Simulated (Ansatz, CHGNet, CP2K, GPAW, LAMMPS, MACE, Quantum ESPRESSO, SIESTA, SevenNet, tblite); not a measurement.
## Finding the fault: CP2K, amorphous Si (114 atoms)

Program: CP2K 2026.2, a calculation on a cell of 114 Si, 20.5 Å³ an atom.

The input, input.inp:

```
&GLOBAL
  PROJECT cell
  RUN_TYPE ENERGY_FORCE
  PRINT_LEVEL LOW
&END GLOBAL
&FORCE_EVAL
  METHOD QS
  STRESS_TENSOR ANALYTICAL
  &DFT
    BASIS_SET_FILE_NAME BASIS_MOLOPT_UZH
    POTENTIAL_FILE_NAME POTENTIAL_UZH
    &MGRID
      CUTOFF 350
      REL_CUTOFF 50
    &END MGRID
    &QS
      EPS_DEFAULT 1.0E-12
    &END QS
    &SCF
      SCF_GUESS ATOMIC
      EPS_SCF 1.0E-06
      MAXSCF 60
      ADDED_MOS 51
      &DIAGONALIZATION
        ALGORITHM STANDARD
      &END DIAGONALIZATION
      &SMEAR ON
        METHOD FERMI_DIRAC
        ELECTRONIC_TEMPERATURE [K] 580
      &END SMEAR
      &MIXING
        METHOD BROYDEN_MIXING
        ALPHA 0.15
        NBROYDEN 8
      &END MIXING
      &PRINT
        &RESTART OFF
        &END RESTART
      &END PRINT
    &END SCF
    &XC
      &XC_FUNCTIONAL PBE
      &END XC_FUNCTIONAL
    &END XC
    &PRINT
      &MULLIKEN ON
      &END MULLIKEN
      &LOWDIN ON
      &END LOWDIN
      &MO ON
        EIGENVALUES T
        OCCUPATION_NUMBERS T
        MO_INDEX_RANGE 217 240
        &EACH
          QS_SCF 0
        &END EACH
        ADD_LAST NUMERIC
      &END MO
    &END PRINT
  &END DFT
  &SUBSYS
    &CELL
      A 13.28010 0.00000 0.00000
      B 0.00000 13.28010 0.00000
      C 0.00000 0.00000 13.28010
    &END CELL
    &COORD
      Si 3.62162 6.04603 7.11481
      Si 8.72011 10.94333 11.13417
      Si 3.72427 3.78084 7.24151
      Si 9.09687 4.90022 10.47309
      Si 4.16836 6.47086 3.45787
      Si 4.06437 1.77927 0.64422
      Si 7.26860 7.28188 5.69982
      Si 10.72408 0.12762 5.57924
      Si 4.43024 8.11892 1.76400
      Si 3.62932 0.08061 5.65626
[... 100 atom lines left out ...]
      Si 11.37454 3.54738 12.75673
      Si 8.48346 0.54913 0.46680
      Si 8.30750 0.50212 2.81419
      Si 2.92614 12.51464 7.61693
    &END COORD
    &KIND Si
      BASIS_SET DZVP-MOLOPT-PBE-GTH-q4
      POTENTIAL GTH-PBE-q4
    &END KIND
  &END SUBSYS
  &PRINT
    &FORCES ON
    &END FORCES
    &STRESS_TENSOR ON
    &END STRESS_TENSOR
  &END PRINT
&END FORCE_EVAL
```

The run is started by

```
$ OMP_NUM_THREADS=1 mpirun -np 4 cp2k.psmp -i input.inp > output.txt
```

The log of the run:

```text
Possible matches for unknown keyword
 MAXSCF
   keyword MAX_SCF in section %__ROOT__%FORCE_EVAL%DFT%SCF score:  109
   keyword MAX_SCF in section %__ROOT__%FORCE_EVAL%DFT%XAS%SCF score:  109
   keyword EPS_SCF in section %__ROOT__%FORCE_EVAL%DFT%SCF score:  106
   enum MOPAC in section %__ROOT__%FORCE_EVAL%DFT%SCF for keyword SCF_GUESS score:  106
   keyword ROKS_F in section %__ROOT__%FORCE_EVAL%DFT%SCF score:  106
 *   ___                                                                       *
 *  /   \                                                                      *
 * [ABORT]                                                                     *
 *  \___/             found an unknown keyword MAXSCF in section SCF           *
 *    |                                                                        *
 *  O/|                                                                        *
 * /| |                                                                        *
```

Wall time 0.76 s (4 MPI ranks of Arm Neoverse V2, shared host); peak memory 0.59 GiB; 2.1 s of CPU time.

Banners, paths, timers and routine set-up lines are dropped from the logs unmarked, and long logs keep their key lines alone; longer cuts are marked.

**Question.** Which part of the input is at fault, and how is it mended?

A misspelt keyword: MAX_SCF written as MAXSCF. Mend: write MAX_SCF in place of MAXSCF.

The program stopped at the start.

[Also dropped from logs without a mark: logging warnings of Python, and SIESTA's first energy breakdown and zero terms.]

[Logs are printed without paths, hosts, clocks, repeated set-up lines and the standing remarks that a program may print on its own settings, such as how far it seeks lower states.]

[Hosts, paths, dates, database ids (printed as entryN), source tags and the programs' standing remarks are cut or masked in the printed files.]
